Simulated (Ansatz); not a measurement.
**H-capped C nanocrystal (octahedron) (34 atoms): geometry optimisation**

Wanted: the relaxed structure of H-capped C nanocrystal (octahedron) (34 atoms) and its electronic structure.

Main program and level: Ansatz 0.2.0; Kohn-Sham DFT, PBE+D3(BJ), PAW (set soft_2), plane waves.

## Step 1: Starting point

The cell holds 34 atoms: 14 C and 20 H. Cell: a = 15.717 Å, b = 15.717 Å, c = 15.717 Å, α = 90.0°, β = 90.0°, γ = 90.0°. It derives from C (diamond-structure). Octahedron of size parameter 4.7 Å cut from diamond-structure C (a = 3.567 Å), atoms with fewer than two neighbours dropped, broken bonds capped with H, 10 Å of vacuum; minimised with a classical potential. Regions: crystal, 14 atoms (14 C); hydrogen, 20 atoms (20 H). Vacuum lies along a, b and c.

## Step 2: Single point at the start

A single point comes first, to see the forces before anything moves.

File input.yaml:

```yaml
crystal:
  lattice:
    - [15.71737, 0.0, 0.0]
    - [0.0, 15.71737, 0.0]
    - [0.0, 0.0, 15.71737]
  atoms:
    - { symbol: C, position: [0.41477, 0.41477, 0.41477] }
    - { symbol: C, position: [0.3579, 0.47138, 0.47138] }
    - { symbol: C, position: [0.41468, 0.5281, 0.5281] }
    - { symbol: C, position: [0.47138, 0.3579, 0.47138] }
    [... 24 atom lines left out ...]
    - { symbol: H, position: [0.48921, 0.68334, 0.56805] }
    - { symbol: H, position: [0.56805, 0.68334, 0.48921] }
    - { symbol: H, position: [0.62586, 0.43218, 0.43218] }
    - { symbol: H, position: [0.68334, 0.48921, 0.56805] }
    - { symbol: H, position: [0.68334, 0.56805, 0.48921] }
    - { symbol: H, position: [0.62521, 0.62521, 0.62521] }
kpoints:
  mp_grid: { grid: [1, 1, 1] }
hamiltonian:
  xc: pbe
  dispersion: d3bj
scf:
  occupations: { method: fixed }
output:
  forces: true
  populations: true
  dos:
    method: { smearing: { sigma: 0.15 } }
    de: 0.1
    projected:
      site_lists:
        C: [C]
        H: [H]
        crystal: [0, 1, 2, 3, 4, 5, 6, 7, 8, 9, 10, 11, 12, 13]
        hydrogen: [14, 15, 16, 17, 18, 19, 20, 21, 22, 23, 24, 25, 26, 27, 28, 29, 30, 31, 32, 33]
  eigenvalues: true
```

Run with:

```sh
> ansatz run input.yaml --threads 4 --pin off --max-ram 8192MiB --backend cpu --events-out ev --progress --plain --runs-dir out
```

Wall time 10 s (4 threads of Arm Neoverse V2, shared host); peak memory 1.8 GiB; 35 s of CPU time.

The run gave:

```
free energy                                      : -3836.3610 eV
free energy per atom                             : -112.8341 eV/atom
SCF cycles                                       : 7
r.m.s. force component                           : 0.3119 eV/Å
longest force                                    : 0.7332 eV/Å
Fermi energy                                     : -5.644 eV
gap (highest filled to lowest empty level) : 5.298 eV
spilling of the projection                       : 0.01143
```

The r.m.s. force component of 0.31 eV/Å sets the starting point.

Length of the force by element:

```csv
element,coordination,atoms,mean length of the force (eV/Å),spread,least,most
C,all,14,0.677,0.137,0.342,0.733
H,all,20,0.402,0.0312,0.377,0.447
```

## Step 3: Relaxation

The atoms are relaxed in the fixed cell, aiming at the force tolerance of the input.

input.yaml, the sections that differ from step 2:

```yaml
output:
  forces: true
relax:
  f_tol: 0.03
  max_steps: 200
# crystal, kpoints, hamiltonian, scf: as in step 2
```

The job ended after 13 s (4 threads; peak memory 1.8 GiB).

Relaxation path:

```csv
step,energy less that of the first step (eV),largest force component (eV/Å)
1,0.0000,0.7332
2,-0.0656,0.2518
3,-0.0750,0.0226
4,-0.0750,0.0224
```

The atoms that moved most (Å):

```csv
atom,dx,dy,dz,length
H15,-0.008,-0.008,-0.008,0.013
H34,0.008,0.008,0.008,0.013
H19,0.010,0.005,-0.006,0.013
H16,0.005,-0.006,0.010,0.013
H22,-0.006,0.010,0.005,0.013
H20,-0.006,0.005,0.010,0.013
H17,0.005,0.010,-0.006,0.013
H23,0.010,-0.006,0.005,0.013
```

Final coordinates:

```cif
data_structure
_symmetry_space_group_name_H-M 'P 1'
_symmetry_Int_Tables_number 1
_cell_length_a 15.7174
_cell_length_b 15.7174
_cell_length_c 15.7174
_cell_angle_alpha 90.000
_cell_angle_beta 90.000
_cell_angle_gamma 90.000
_cell_volume 3882.75
loop_
_atom_site_label
_atom_site_type_symbol
_atom_site_fract_x
_atom_site_fract_y
_atom_site_fract_z
_atom_site_occupancy
C1 C 0.41475 0.41475 0.41475 1
C2 C 0.35860 0.47133 0.47133 1
C3 C 0.41493 0.52770 0.52770 1
C4 C 0.47133 0.35860 0.47133 1
C5 C 0.52770 0.41493 0.52770 1
C6 C 0.47133 0.47133 0.35860 1
C7 C 0.52770 0.52770 0.41493 1
C8 C 0.47230 0.47230 0.58507 1
C9 C 0.52867 0.52867 0.64140 1
C10 C 0.47230 0.58507 0.47230 1
C11 C 0.52867 0.64140 0.52867 1
C12 C 0.58507 0.47230 0.47230 1
C13 C 0.64140 0.52867 0.52867 1
C14 C 0.58525 0.58525 0.58525 1
H15 H 0.37430 0.37430 0.37430 1
H16 H 0.31699 0.43160 0.51144 1
H17 H 0.31699 0.51144 0.43160 1
H18 H 0.37450 0.56830 0.56830 1
H19 H 0.51144 0.31699 0.43160 1
H20 H 0.43160 0.31699 0.51144 1
H21 H 0.56830 0.37450 0.56830 1
H22 H 0.43160 0.51144 0.31699 1
H23 H 0.51144 0.43160 0.31699 1
H24 H 0.56830 0.56830 0.37450 1
H25 H 0.43170 0.43170 0.62550 1
H26 H 0.56840 0.48856 0.68301 1
H27 H 0.48856 0.56840 0.68301 1
H28 H 0.43170 0.62550 0.43170 1
H29 H 0.48856 0.68301 0.56840 1
H30 H 0.56840 0.68301 0.48856 1
H31 H 0.62550 0.43170 0.43170 1
H32 H 0.68301 0.48856 0.56840 1
H33 H 0.68301 0.56840 0.48856 1
H34 H 0.62570 0.62570 0.62570 1
```

The relaxation changed the energy by -2.21 meV/atom, and atoms moved by 0.011 Å r.m.s., 0.013 Å at most.

## Step 4: Distances and neighbours after relaxation

Bonds before and after, by the cutoffs listed below:

```csv
pair,bonds before,bonds after,mean before (Å),mean after (Å),spread before (Å),spread after (Å)
H-C,20,20,1.089,1.103,0.001,0.001
C-C,18,18,1.546,1.538,0.002,0.004
```

Normalised to the volume that the atoms fill. g(r), total and by pair (bins of 0.2 Å):

```csv
r (Å),total,H-H,H-C,C-C
1.10,5.05,0.00,10.45,0.00
1.30,0.00,0.00,0.00,0.00
1.50,2.48,0.00,0.00,14.65
1.70,0.61,1.76,0.00,0.00
1.90,0.00,0.00,0.00,0.00
2.10,3.25,0.00,6.70,0.00
2.30,0.00,0.00,0.00,0.00
2.50,3.96,7.09,0.00,8.90
2.70,1.50,0.00,3.10,0.00
2.90,0.78,0.00,0.00,4.60
3.10,0.00,0.00,0.00,0.00
3.30,0.52,0.00,1.08,0.00
3.50,1.43,0.00,2.63,0.89
3.70,0.54,1.56,0.00,0.00
3.90,0.87,0.00,1.54,0.76
4.10,0.56,0.98,0.46,0.00
4.30,0.82,1.19,0.64,0.59
4.50,0.00,0.00,0.00,0.00
4.70,0.24,0.00,0.36,0.35
4.90,0.51,1.03,0.32,0.00
5.10,0.15,0.44,0.00,0.00
5.30,0.14,0.00,0.28,0.00
5.50,0.13,0.18,0.14,0.00
5.70,0.02,0.00,0.04,0.00
5.90,0.06,0.16,0.00,0.00
6.10,0.16,0.45,0.00,0.00
6.30,0.00,0.00,0.00,0.00
6.50,0.00,0.00,0.00,0.00
```

Bonds by pair of elements; cutoffs follow the first minimum of g(r), held within bounds set by covalent radii, and pairs that aren't listed don't count as bonded:

```csv
pair A-B,cutoff (Å),bonds,mean length (Å),spread (Å),shortest (Å),B about A,A about B
H-C,1.34,20,1.10,0.001,1.10,1,1.43
C-C,1.85,18,1.54,0.004,1.53,2.57,2.57
```

How many atoms have how many bonded neighbours:

```csv
element,mean,1,4
C,4,0,14
H,1,20,0
```

Bond angles, per cent of each kind in bins of 5°:

```csv
angle (°),C-C-H,C-C-C
105–110,75.0,60.0
110–115,25.0,40.0
```

Bond angles (no mean is given where the spread exceeds 20°):

```csv
angle,count,mean (°),spread (°)
C-C-H,48,110,0.4
C-C-C,30,110,0.7
H-C-H,6,107,0
```

Counting bonds as in the table, all C atoms have 4 and all H atoms have 1 bonded neighbour. The C-C-H angle averages 110° with a spread of 0.4°.

## Step 5: Single point at the relaxed geometry

The electronic structure is read at the final geometry, in a run of its own.

File input.yaml:

```yaml
crystal:
  lattice:
    - [15.71737, 0.0, 0.0]
    - [0.0, 15.71737, 0.0]
    - [0.0, 0.0, 15.71737]
  atoms:
    - { symbol: C, position: [0.41475, 0.41475, 0.41475] }
    - { symbol: C, position: [0.3586, 0.47133, 0.47133] }
    - { symbol: C, position: [0.41493, 0.5277, 0.5277] }
    - { symbol: C, position: [0.47133, 0.3586, 0.47133] }
    [... 24 atom lines left out ...]
    - { symbol: H, position: [0.48856, 0.68301, 0.5684] }
    - { symbol: H, position: [0.5684, 0.68301, 0.48856] }
    - { symbol: H, position: [0.6255, 0.4317, 0.4317] }
    - { symbol: H, position: [0.68301, 0.48856, 0.5684] }
    - { symbol: H, position: [0.68301, 0.5684, 0.48856] }
    - { symbol: H, position: [0.6257, 0.6257, 0.6257] }
kpoints:
  mp_grid: { grid: [1, 1, 1] }
hamiltonian:
  xc: pbe
  dispersion: d3bj
scf:
  occupations: { method: fixed }
output:
  forces: true
  populations: true
  dos:
    method: { smearing: { sigma: 0.15 } }
    de: 0.1
    projected:
      site_lists:
        C: [C]
        H: [H]
        crystal: [0, 1, 2, 3, 4, 5, 6, 7, 8, 9, 10, 11, 12, 13]
        hydrogen: [14, 15, 16, 17, 18, 19, 20, 21, 22, 23, 24, 25, 26, 27, 28, 29, 30, 31, 32, 33]
  eigenvalues: true
  write_density: true
  write_potential: true
  volumetric_format: npy
  elf: true
```

The job ended after 9.6 s (4 threads; peak memory 1.9 GiB; 35 s of CPU time).

The program notes that the exchange-correlation potential is rough where the density is thin.

Numbers from this run:

```
free energy                                      : -3836.4360 eV
free energy per atom                             : -112.8364 eV/atom
SCF cycles                                       : 8
r.m.s. force component                           : 0.01293 eV/Å
longest force                                    : 0.03504 eV/Å
Fermi energy                                     : -5.735 eV
gap (highest filled to lowest empty level) : 5.354 eV
spilling of the projection                       : 0.01123
```

Löwdin charges by element (they lack the spilled electrons, 0.025 e an atom on average):

```csv
element,coordination,atoms,mean charge (e),spread,least,most
C,all,14,-0.186,0.0881,-0.288,-0.0998
H,all,20,0.173,0.0046,0.166,0.180
```

By region:

```csv
region,atoms,mean length of the force (eV/Å)
crystal,14,0.03
hydrogen,20,0.014
```

Density of states as counts of states in windows of 1 eV (from the Fermi level), total and the larger projections:

```csv
from (eV),to (eV),total,crystal,C p,H s,hydrogen,C s
-14,-13,3.8,3.2,0.8,0.5,0.5,2.4
-13,-12,2.2,1.9,0.5,0.3,0.3,1.4
-12,-11,4.8,3.9,1.2,0.9,0.9,2.7
-11,-10,0.1,0.1,0.0,0.0,0.0,0.1
-10,-9,0.2,0.1,0.1,0.0,0.0,0.1
-9,-8,7.8,6.2,3.4,1.5,1.5,2.8
-8,-7,4.0,3.1,2.2,0.8,0.8,0.9
-7,-6,0.0,0.0,0.0,0.0,0.0,0.0
-6,-5,4.0,2.8,2.4,1.1,1.1,0.4
-5,-4,10.2,7.4,6.7,2.6,2.6,0.7
-4,-3,11.4,8.9,8.7,2.3,2.3,0.2
-3,-2,6.4,4.7,4.6,1.6,1.6,0.0
-2,-1,7.3,5.9,5.8,1.3,1.3,0.1
-1,0,9.6,6.9,6.9,2.7,2.7,0.0
0,1,1.2,0.9,0.9,0.3,0.3,0.0
1,5,0.0,0.0,0.0,0.0,0.0,0.0
```

With fixed occupations the program's Fermi level is the highest filled level; weight inside the gap is the broadening of levels at its edges.

Between -17 and -14 eV lie 3 more states.

The levels nearest the highest filled one (over half full), pooled over k-points and spins:

```csv
level less the highest filled one (eV),occupation
-0.951,2
-0.877,2
-0.877,2
-0.167,2
-0.167,2
0,2
5.35,0
5.87,0
5.98,0
5.98,0
6.30,0
6.30,0
```

Mean Löwdin charges: C -0.19, H +0.17 e (they miss 1.1 % of the electrons, so they add up to more than the cell's charge). Charges this small depend on the projection, at times even in sign.

Runs without a result: basis.ecutwfc = "350 eV", magnetization.spin_polarized = true, total_charge = -1 and starting moments = "other" (refused).

1 further run on a deliberately doubtful input is not shown.

## Step 6: Results

| Item | Value |
| --- | --- |
| energy change in the relaxation | -2.207 meV/atom |
| r.m.s. displacement | 0.011 Å |
| largest displacement | 0.013 Å |
| free energy per atom | -112.8364 eV/atom |
| r.m.s. force component | 0.01293 eV/Å |
| gap (highest filled to lowest empty level) | 5.354 eV |
| wall time of the 3 DFT runs | 33 s |

**Reading.** Relaxation lowers the energy by 2.21 meV/atom and moves atoms by 0.011 Å r.m.s.; the r.m.s. force component goes from 0.31 to 0.013 eV/Å, and the gap from 5.30 to 5.35 eV. By the final cutoffs no bond was broken or made. First to last step the energy falls by 0.075 eV; the largest move, 0.013 Å, is that of H15, with 1 other atom within 2 % of it. The H-C bonds change most in mean length: from 1.089 Å (spread 0.001) to 1.103 Å (spread 0.001). Counting bonds as in the table, all C atoms have 4 and all H atoms have 1 bonded neighbour. Between filled and empty levels lie 5.35 eV (at Γ alone); a semilocal functional tends to put such gaps too low.

What to keep in mind: The name gives the shape as built, which the classical minimisation can have changed.

[Logs are printed without paths, hosts, clocks, repeated set-up lines and the standing remarks that a program may print on its own settings, such as how far it seeks lower states.]

[Hosts, paths, dates, database ids (printed as entryN), source tags and the programs' standing remarks are cut or masked in the printed files.]
